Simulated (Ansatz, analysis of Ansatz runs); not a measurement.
# N2V- centre in diamond: hyperfine coupling, HSE06 on PBE structures

How near does this set-up come to the measured hyperfine coupling? Subject: N2V- centre in diamond. Set-up: HSE06 on PBE structures, 64-site cell, PBE lattice, 420 eV, k: 2x2x2 shifted 0.5 0.5 0.5 then the zone centre alone. The model is a cell of 64 host atoms with 1 site emptied, N put on another atom's site and N put on another atom's site. The isotropic coupling follows from the spin density at the nucleus, the nuclear g-factor and the total spin. Exact exchange opens the gap, stiffens bonds and lessens the self-interaction error, at many times the cost.

**The experiment.** 15N, isotropic: 4.02 MHz, by EPR (“Electron paramagnetic resonance of the N2V− defect in 15N-doped synthetic diamond”, 2015, B. L. Green et al.). 13C, the two neighbours of the vacancy, isotropic: 240.7 MHz, by EPR (“Electron paramagnetic resonance of the N2V− defect in 15N-doped synthetic diamond”, 2015, B. L. Green et al.).

Main program and level: Ansatz 0.2.0; plane-wave PAW DFT, PBE; relaxation of all atoms of a defect supercell.

### 1. The structure

The cell holds 63 atoms: 61 C and 2 N. Its edges and angles: a = 7.143 Å, b = 7.143 Å, c = 7.143 Å, α = 90.0°, β = 90.0°, γ = 90.0°. It derives from C (space group Fd-3m). Nearest the centre at fractional (0.375, 0.375, 0.375): C41 at 1.55 Å, C48 at 1.55 Å, N26 at 1.55 Å, N4 at 1.55 Å, C37 at 2.53 Å, C36 at 2.53 Å, C52 at 2.53 Å, C45 at 2.53 Å. The cell carries charge −1.

The host's primitive cell comes from a first run (plane-wave PAW DFT, PBE; relaxation of the host's cell and atoms): vectors of 2.525, 2.525 and 2.525 Å. That is 5.69 Å³ an atom, 0.4 % over the diffraction cell's volume. The supercell is built on it.

### 2. Relaxation, charge −1

Every later number rests on the structure around the defect, so the atoms are relaxed at the host's lattice first.

relax/input.yaml

```yaml
relax:
  f_tol: 0.02
  max_steps: 80
  random_displacement: { amplitude: 0.02, seed: 80 }
crystal:
  lattice:
    - [7.14316351, 0.0, 0.0]
    - [0.0, 7.14316351, 0.0]
    - [0.0, 0.0, 7.14316351]
  atoms:
    - { symbol: C, position: [0.0, 0.0, 0.25] }
    - { symbol: C, position: [0.0, 0.25, 0.0] }
    - { symbol: C, position: [0.25, 0.0, 0.0] }
    - { symbol: "N", position: [0.25, 0.25, 0.25] }
    - { symbol: C, position: [0.125, 0.125, 0.375] }
    - { symbol: C, position: [0.125, 0.375, 0.125] }
    - { symbol: C, position: [0.375, 0.125, 0.125] }
    - { symbol: C, position: [0.0, 0.0, 0.75] }
    - { symbol: C, position: [0.0, 0.25, 0.5] }
    - { symbol: C, position: [0.25, 0.0, 0.5] }
    - { symbol: C, position: [0.25, 0.25, 0.75] }
    - { symbol: C, position: [0.125, 0.125, 0.875] }
    - { symbol: C, position: [0.125, 0.375, 0.625] }
    - { symbol: C, position: [0.375, 0.125, 0.625] }
    - { symbol: C, position: [0.375, 0.375, 0.875] }
    - { symbol: C, position: [0.0, 0.5, 0.25] }
    - { symbol: C, position: [0.0, 0.75, 0.0] }
    - { symbol: C, position: [0.25, 0.5, 0.0] }
    - { symbol: C, position: [0.25, 0.75, 0.25] }
    - { symbol: C, position: [0.125, 0.625, 0.375] }
    - { symbol: C, position: [0.125, 0.875, 0.125] }
    - { symbol: C, position: [0.375, 0.625, 0.125] }
    - { symbol: C, position: [0.375, 0.875, 0.375] }
    - { symbol: C, position: [0.0, 0.5, 0.75] }
    - { symbol: C, position: [0.0, 0.75, 0.5] }
    - { symbol: "N", position: [0.25, 0.5, 0.5] }
    - { symbol: C, position: [0.25, 0.75, 0.75] }
    - { symbol: C, position: [0.125, 0.625, 0.875] }
    - { symbol: C, position: [0.125, 0.875, 0.625] }
    - { symbol: C, position: [0.375, 0.625, 0.625] }
    - { symbol: C, position: [0.375, 0.875, 0.875] }
    - { symbol: C, position: [0.5, 0.0, 0.25] }
    - { symbol: C, position: [0.5, 0.25, 0.0] }
    - { symbol: C, position: [0.75, 0.0, 0.0] }
    - { symbol: C, position: [0.75, 0.25, 0.25] }
    - { symbol: C, position: [0.625, 0.125, 0.375] }
    - { symbol: C, position: [0.625, 0.375, 0.125] }
    - { symbol: C, position: [0.875, 0.125, 0.125] }
    - { symbol: C, position: [0.875, 0.375, 0.375] }
    - { symbol: C, position: [0.5, 0.0, 0.75] }
    - { symbol: C, position: [0.5, 0.25, 0.5] }
    - { symbol: C, position: [0.75, 0.0, 0.5] }
    - { symbol: C, position: [0.75, 0.25, 0.75] }
    - { symbol: C, position: [0.625, 0.125, 0.875] }
    - { symbol: C, position: [0.625, 0.375, 0.625] }
    - { symbol: C, position: [0.875, 0.125, 0.625] }
    - { symbol: C, position: [0.875, 0.375, 0.875] }
    - { symbol: C, position: [0.5, 0.5, 0.25] }
    - { symbol: C, position: [0.5, 0.75, 0.0] }
    - { symbol: C, position: [0.75, 0.5, 0.0] }
    - { symbol: C, position: [0.75, 0.75, 0.25] }
    - { symbol: C, position: [0.625, 0.625, 0.375] }
    - { symbol: C, position: [0.625, 0.875, 0.125] }
    - { symbol: C, position: [0.875, 0.625, 0.125] }
    - { symbol: C, position: [0.875, 0.875, 0.375] }
    - { symbol: C, position: [0.5, 0.5, 0.75] }
    - { symbol: C, position: [0.5, 0.75, 0.5] }
    - { symbol: C, position: [0.75, 0.5, 0.5] }
    - { symbol: C, position: [0.75, 0.75, 0.75] }
    - { symbol: C, position: [0.625, 0.625, 0.875] }
    - { symbol: C, position: [0.625, 0.875, 0.625] }
    - { symbol: C, position: [0.875, 0.625, 0.625] }
    - { symbol: C, position: [0.875, 0.875, 0.875] }
total_charge: -1
basis:
  ecutwfc: 420
  xc_grid: 2
hamiltonian:
  xc: pbe
kpoints:
  mp_grid: { grid: [2, 2, 2], shift: [0.5, 0.5, 0.5] }
magnetization:
  spin_polarized: true
  initial_magnetization: 1
  spin_locking: { lock_magnetization: hard }
scf:
  occupations: { method: fermi_dirac, width: 0.01 }
  max_iter: 120
output:
  forces: true
checkpoint:
  write: "../relax.run"
  compress: false
  write_wavefunctions: true
  write_every: 100000
```

The run is started by

```sh
> ansatz run input.yaml --threads 2 --pin off --max-ram 3768MiB --backend cpu --events-out ev --progress --plain --runs-dir out
```

Numbers of over 12 decimals in the logs are rounded to 6 here.

Output:

```text
[... repeated set-up lines and file paths are left out, and long positions are rounded to six places ...]
Engine: ansatz 0.2.0, x86_64-unknown-linux-gnu
Pseudopotentials: kind: paw
Pseudopotential: C, paw, valence charge 4, recommended cutoff 420 eV (normal), C.paw.azcp
Pseudopotential: N, paw, valence charge 5, recommended cutoff 420 eV (normal), N.paw.azcp
Functional definition: PBE
  parameter kappa = 0.804
  parameter beta = 0.066725
  exchange = pbe_x(kappa = kappa, mu = beta*pi^2/3)
  correlation = pbe_c(beta = beta)
Crystal: 63 atoms, lattice volume = 364.478 Å³
Basis set: ecut = 420 eV, 7123 PW (Γ), exchange–correlation on 96×96×96 points (8 copies of the dense FFT grid, shifted against one another)
Bands: 191, of which v1, the nominal top of the filled ones, is band 128 counted from 1 (127 counted from 0)
Symmetry: 1 space group operations
k-points: 4 of 8 (time reversal used)
Non-local potential: C, projectors of the file, l = 0: 2, l = 1: 2, l = 2: 1
Non-local potential: N, projectors of the file, l = 0: 2, l = 1: 2, l = 2: 1
PAW form: soft (Blöchl's): semilocal exchange-correlation on the pseudo side does not see the compensation charge
PAW one-centre angular grid: C, 110 points (default); XC on 64 Gauss nodes
PAW one-centre angular grid: N, 110 points (default); XC on 64 Gauss nodes
Initial density: superposition of atomic densities (chi_scale 0.1, normalization cell, long waves kept (reshape's long-wave potential 0.33 eV rms))
Starting moments: Σ|m| = 1 μB on 63 of 63 sites
Initial wavefunctions: pseudopotential atomic-orbital guess
Functional: x = pbe(κ = 0.804, μ = 0.219515), c = pbe(β = 0.066725)
SCF iter   1: F=—  HF=-16061.911193 eV  |F-HF|=—  |Δ(HF+E_count)|=         —  Δρ=7.05e-2 (↑7.05e-2 ↓6.93e-2)  dr2=5.34e1  dr2_m=2.35e-1  M=1.000 μB ∫|m|=1.001 μB  β_m=0.30  ethr=3.10e-3  ⟨swp⟩=6.8  Hψ=6412  notcnv=0  defer=138
preconditioner: auto → Resta (q_TF=auto, 2.571 Å⁻¹)  ε∞=4.4  [insulator: Δε(μ)=0.382 eV  Ē_g=16.851 eV  σ=0.010 eV  W_gap=1.00  n_scr=92 (ndim 8)  ℏωp=31.1 eV  f_vac=0.000  D(μ)=0.00/eV (n_scr^D=0)  ε∞_Penn≈4.4]
spin=Collinear: Resta preconditioning applied to the charge; magnetization (m = ρ↑ − ρ↓) channel mixes plain (no charge-response kernel on spin).
SCF iter   2: F=—  HF=-16054.068103 eV  |F-HF|=—  |Δ(HF+E_count)|=    7.84e0  Δρ=5.11e-2 (↑5.11e-2 ↓5.04e-2)  dr2=2.79e1  dr2_m=1.34e-1  M=1.000 μB ∫|m|=1.009 μB  β_m=0.65  ethr=3.10e-3  ⟨swp⟩=3.0  Hψ=2850  notcnv=0  defer=438
SCF iter   3: F=—  HF=-16045.462461 eV  |F-HF|=—  |Δ(HF+E_count)|=    8.61e0  Δρ=5.22e-3 (↑5.11e-3 ↓5.22e-3)  dr2=2.63e-1  dr2_m=5.57e-4  M=1.000 μB ∫|m|=1.095 μB  β_m=0.67  ethr=3.10e-3  ⟨swp⟩=3.1  Hψ=2326  notcnv=0  defer=438
SCF iter   4: F=—  HF=-16045.537924 eV  |F-HF|=—  |Δ(HF+E_count)|=   7.55e-2  Δρ=2.31e-3 (↑2.31e-3 ↓2.31e-3)  dr2=4.15e-2  dr2_m=1.21e-4  M=1.000 μB ∫|m|=1.107 μB  β_m=0.76  ethr=1.03e-4  ⟨swp⟩=2.1  Hψ=2372  notcnv=0  defer=453
SCF iter   5: F=—  HF=-16045.573827 eV  |F-HF|=—  |Δ(HF+E_count)|=   3.59e-2  Δρ=6.50e-4 (↑5.98e-4 ↓6.50e-4)  dr2=3.25e-3  dr2_m=3.13e-5  M=1.000 μB ∫|m|=1.113 μB  β_m=0.77  ethr=1.63e-5  ⟨swp⟩=2.9  Hψ=2246  notcnv=0  defer=453
SCF iter   6: F=—  HF=-16045.577430 eV  |F-HF|=—  |Δ(HF+E_count)|=   3.60e-3  Δρ=1.88e-4 (↑1.43e-4 ↓1.88e-4)  dr2=3.34e-4  dr2_m=9.74e-6  M=1.000 μB ∫|m|=1.116 μB  β_m=0.75  ethr=1.27e-6  ⟨swp⟩=2.0  Hψ=2150  notcnv=0  defer=453
SCF iter   7: F=—  HF=-16045.577578 eV  |F-HF|=—  |Δ(HF+E_count)|=   1.48e-4  Δρ=7.53e-5 (↑4.71e-5 ↓7.53e-5)  dr2=4.78e-5  dr2_m=2.02e-6  M=1.000 μB ∫|m|=1.116 μB  β_m=0.72  ethr=1.31e-7  ⟨swp⟩=2.4  Hψ=1972  notcnv=0  defer=453
SCF iter   8: F=-16045.577597 eV  HF=-16045.577595 eV  |F-HF|=2.26e-6  |Δ(HF+E_count)|=   1.71e-5  Δρ=1.88e-5 (↑1.64e-5 ↓1.88e-5)  dr2=2.17e-6  dr2_m=4.74e-8  M=1.000 μB ∫|m|=1.117 μB  ethr=3.92e-9  ⟨swp⟩=4.0  Hψ=3685  notcnv=0
SCF 1 converged in 8 iterations: F = -16045.577597 eV  dr2 = 2.17e-6
  greatest PAW one-centre occupation: 0.795 electrons in one spin orbital (limit 2), on the N atom at site 25 (counted from 0), in its partial waves of l = 0
relax step   1: F+E_penalty+E_count = -16045.57759715 eV  Δ(F+E_penalty+E_count) = +0.000e0 eV  max|allowed force component| = 2.222e0 eV/Å  Δτ_max = 0.0000 Å  (8 SCF iters, dr2 threshold 1.00e-5 eV, accepted)
[... the SCF cycles and remarks between the steps are left out from here to the last step ...]
relax step   2: F+E_penalty+E_count = -16046.62361377 eV  Δ(F+E_penalty+E_count) = -1.046e0 eV  max|allowed force component| = 1.140e0 eV/Å  Δτ_max = 0.1108 Å  (6 SCF iters, dr2 threshold 1.00e-4 eV, accepted)
relax step   3: F+E_penalty+E_count = -16046.86188867 eV  Δ(F+E_penalty+E_count) = -2.383e-1 eV  max|allowed force component| = 7.966e-1 eV/Å  Δτ_max = 0.0541 Å  (5 SCF iters, dr2 threshold 8.13e-5 eV, accepted)
relax step   4: F+E_penalty+E_count = -16046.93374777 eV  Δ(F+E_penalty+E_count) = -7.186e-2 eV  max|allowed force component| = 3.282e-2 eV/Å  Δτ_max = 0.0235 Å  (4 SCF iters, dr2 threshold 1.00e-4 eV, accepted)
relax step   5: F+E_penalty+E_count = -16046.93375375 eV  Δ(F+E_penalty+E_count) = -5.976e-6 eV  max|allowed force component| = 3.207e-2 eV/Å  Δτ_max = 0.0000 Å  (4 SCF iters, accepted)
SCF iter   1: F=—  HF=-16046.933601 eV  |F-HF|=—  |Δ(HF+E_count)|=         —  Δρ=2.15e-4 (↑2.14e-4 ↓2.15e-4)  dr2=2.97e-4  dr2_m=2.36e-7  M=1.000 μB ∫|m|=1.129 μB  β_m=0.30  ethr=1.04e-6  ⟨swp⟩=4.0  Hψ=3560  notcnv=0  defer=456
SCF iter   2: F=—  HF=-16046.933550 eV  |F-HF|=—  |Δ(HF+E_count)|=   5.12e-5  Δρ=1.45e-4 (↑1.44e-4 ↓1.45e-4)  dr2=1.15e-4  dr2_m=1.30e-7  M=1.000 μB ∫|m|=1.129 μB  β_m=0.54  ethr=1.16e-7  ⟨swp⟩=2.0  Hψ=1793  notcnv=0  defer=456
SCF iter   3: F=—  HF=-16046.933541 eV  |F-HF|=—  |Δ(HF+E_count)|=   8.23e-6  Δρ=3.26e-5 (↑3.25e-5 ↓3.26e-5)  dr2=5.54e-6  dr2_m=8.68e-9  M=1.000 μB ∫|m|=1.129 μB  β_m=0.60  ethr=4.49e-8  ⟨swp⟩=2.0  Hψ=1660  notcnv=0  defer=456
SCF iter   4: F=—  HF=-16046.934113 eV  |F-HF|=—  |Δ(HF+E_count)|=   5.72e-4  Δρ=4.78e-6 (↑4.78e-6 ↓4.74e-6)  dr2=2.06e-7  dr2_m=3.32e-10  M=1.000 μB ∫|m|=1.129 μB  β_m=0.79  ethr=2.17e-9  ⟨swp⟩=2.0  Hψ=2092  notcnv=0  defer=456
SCF iter   5: F=-16046.934113 eV  HF=-16046.934113 eV  |F-HF|=2.75e-9  |Δ(HF+E_count)|=   2.81e-8  Δρ=1.11e-6 (↑1.02e-6 ↓1.11e-6)  dr2=1.48e-8  dr2_m=1.28e-10  M=1.000 μB ∫|m|=1.129 μB  ethr=3.92e-11  ⟨swp⟩=4.0  Hψ=3632  notcnv=0
SCF 6 converged in 5 iterations: F = -16046.934113 eV  dr2 = 1.48e-8
relax step   6: F+E_penalty+E_count = -16046.93411344 eV  Δ(F+E_penalty+E_count) = -3.597e-4 eV  max|allowed force component| = 9.661e-3 eV/Å  Δτ_max = 0.0032 Å  (5 SCF iters, accepted)
NSCF: frozen V_eff on 4 k-points
the band table was solved once a step of the walk had ended and its energy, with any forces and stress, was formed, with the checks that follow a solve (7278 applications of the Hamiltonian). They found nothing against the state; [...]
SCF converged after 5 iterations
Magnetization: 1.0000 μB (128.0000 up, 127.0000 down)
Absolute magnetization: 1.1293 μB (∫|ρ↑−ρ↓|, with the PAW one-centre terms)
Spin contamination: 0.0044 ħ² per cell (⟨S²⟩ above its minimum at these occupations)
Per-site moments (μB) at R_I (Å): [(0.00112046, 0.633492), (0.00112024, 0.633484), (0.000365045, 0.633377), [... 60 left out ...]
Free energy (F): -16046.934113 eV
Harris-Foulkes:  -16046.934113 eV  (|F-HF|=2.75e-9)
Internal energy: -16046.934113 eV  (E = F + TS)
E sigma→0 (E₀):  -16046.934113 eV
Fermi energy:    15.424356 (↑ 16.421023, ↓ 15.145191) eV
--- Per-component energies (eV) ---
  E_band       = 1017.819376
  E_kinetic    = 5902.531689
  E_local      = -4252.213299  (includes V_loc(G=0)·N_el)
  E_nonlocal   = 1719.618955
  E_hartree    = 971.240145
  E_xc         = -3097.765712
  E_vxc        = -3849.666453  (∫ρ·V_xc dr)
  E_paw        = -6307.426004  (= ΣΔE_a)
  E_vpaw       = -444.932979  (= ΣTr[D̂ρ^β])
  E_aug_tail   = 0.000755  (compensation charges beyond the density's cutoff)
  E_ewald      = -10982.920642
  E_smearing   = -0.000000  (= −TS)
  E_closure    = -0.000000  (closes the sum)
  E_deformation_potential = -21.072783  (in the stress; not in F)
  Σ components = -16046.934113   (vs F -16046.934113, Δ=0.00e0)
--- Forces (eV/Å), atoms counted from 1 ---
  atom   1  C      0.00510062     0.00294896     0.00237254
  atom   2  C      0.00468081     0.00242489     0.00326877
  [... 1 atom left out ...]
  atom   4  N      0.00130044    -0.00966072    -0.00543632
  atom   5  C     -0.00032934     0.00616313    -0.00220549
  atom   6  C     -0.00208683    -0.00389366     0.00370081
  [... 2 atoms left out ...]
  atom   9  C     -0.00201628    -0.00112250     0.00335359
  [... 3 atoms left out ...]
  atom  13  C      0.00030013     0.00068744    -0.00477428
  [... 2 atoms left out ...]
  atom  16  C      0.00080573     0.00278339    -0.00065515
  [... 3 atoms left out ...]
  atom  20  C     -0.00005069    -0.00533200     0.00147830
  [... 5 atoms left out ...]
  atom  26  N     -0.00606290     0.00759867     0.00546512
  [... 14 atoms left out ...]
  atom  41  C     -0.00289092    -0.00160753     0.00244671
  [... 6 atoms left out ...]
  atom  48  C     -0.00342351     0.00049498    -0.00183358
  [... 15 atoms left out ...]
  max |Σ_I F_I| component: 2.70e-5 eV/Å
--- Band table (eV; the first three rows and the last of 8) ---
  k-point 0 ↑: bands = ["-8.3496", "-7.5527", "-7.1331", "-6.9747", [... 183 left out ...] "22.7678", "22.8827", "23.2252", "23.2752"]
  k-point 1 ↑: bands = ["-8.3416", "-7.5549", "-7.2584", "-6.8608", [... 183 left out ...] "22.8168", "22.8894", "22.9876", "23.2810"]
  [... further k-points left out ...]
--- Relaxed structure (6 steps of the walk, 6 accepted, 0 SCFs on fresh bases) ---
  F+E_penalty+E_count = -16046.93411344 eV   max|allowed force component| = 9.661e-3 eV/Å
  atoms:
    - { symbol: C, position: [-0.001377, -0.001434, 0.249767] }
    - { symbol: C, position: [-0.001375, 0.249941, -0.001610] }
    [... 1 atom left out ...]
    - { symbol: N, position: [0.239125, 0.239363, 0.239173] }
    - { symbol: C, position: [0.125675, 0.125966, 0.369036] }
    - { symbol: C, position: [0.125677, 0.369220, 0.125792] }
    [... 2 atoms left out ...]
    - { symbol: C, position: [0.002507, 0.252607, 0.497212] }
    [... 3 atoms left out ...]
    - { symbol: C, position: [0.125682, 0.380788, 0.623857] }
    [... 2 atoms left out ...]
    - { symbol: C, position: [0.002497, 0.497390, 0.252431] }
    [... 3 atoms left out ...]
    - { symbol: C, position: [0.125681, 0.624030, 0.380615] }
    [... 5 atoms left out ...]
    - { symbol: N, position: [0.239158, 0.510639, 0.510473] }
    [... 14 atoms left out ...]
    - { symbol: C, position: [0.510081, 0.245168, 0.504648] }
    [... 6 atoms left out ...]
    - { symbol: C, position: [0.510084, 0.504831, 0.244989] }
    [... 15 atoms left out ...]
```

Run time: 78 s. Hardware: 2 threads of Intel Xeon 6975P-C (Granite Rapids), shared host; peak memory 1.3 GiB; 2.6 min of CPU time.

The steps of the relaxation:

```tsv
step	energy less that of the first step (eV)	largest force component (eV/Å)
1	0.0000	2.2223
2	-1.0460	1.1403
3	-1.2843	0.7966
4	-1.3562	0.0328
5	-1.3562	0.0321
6	-1.3565	0.0097
```

The atoms that moved most (Å, from the sites as typed, ahead of the random displacement, the mean shift of all atoms taken out):

```tsv
atom	dx	dy	dz	length
N4	-0.075	-0.076	-0.076	0.131
N26	-0.075	0.076	0.076	0.131
C48	0.075	0.035	-0.035	0.089
C41	0.075	-0.035	0.034	0.089
C22	0.018	-0.030	0.030	0.046
C14	0.018	0.030	-0.030	0.046
C20	0.008	-0.007	0.041	0.043
C13	0.008	0.041	-0.007	0.043
```

The atoms nearest to the centre after the run:

```tsv
atom	distance (Å)
C41	1.628
C48	1.629
N26	1.678
N4	1.680
C14	2.482
C22	2.484
C45	2.510
C52	2.511
C36	2.511
C37	2.512
C13	2.517
C20	2.517
C5	2.518
C30	2.518
C6	2.518
C7	2.520
```

This step gave:

| Item | Value |
| --- | --- |
| free energy | -16046.9341 eV |
| total moment | 1 μB |
| integral of the absolute spin density | 1.129 μB |
| spin contamination | 0.004392 |

The relaxation ends 22 meV an atom lower than the displaced start, with a largest force component of 0.0097 eV/Å.

(Part 1 of 2 ends here.)

[Logs are printed without paths, hosts, clocks, repeated set-up lines and the standing remarks that a program may print on its own settings, such as how far it seeks lower states.]

[Hosts, paths, dates, database ids (printed as entryN), source tags and the programs' standing remarks are cut or masked in the printed files.]

[For some hosts the program warned that the k-mesh of the response run may be too coarse for force constants and the static dielectric constant; such warnings are not shown here.]
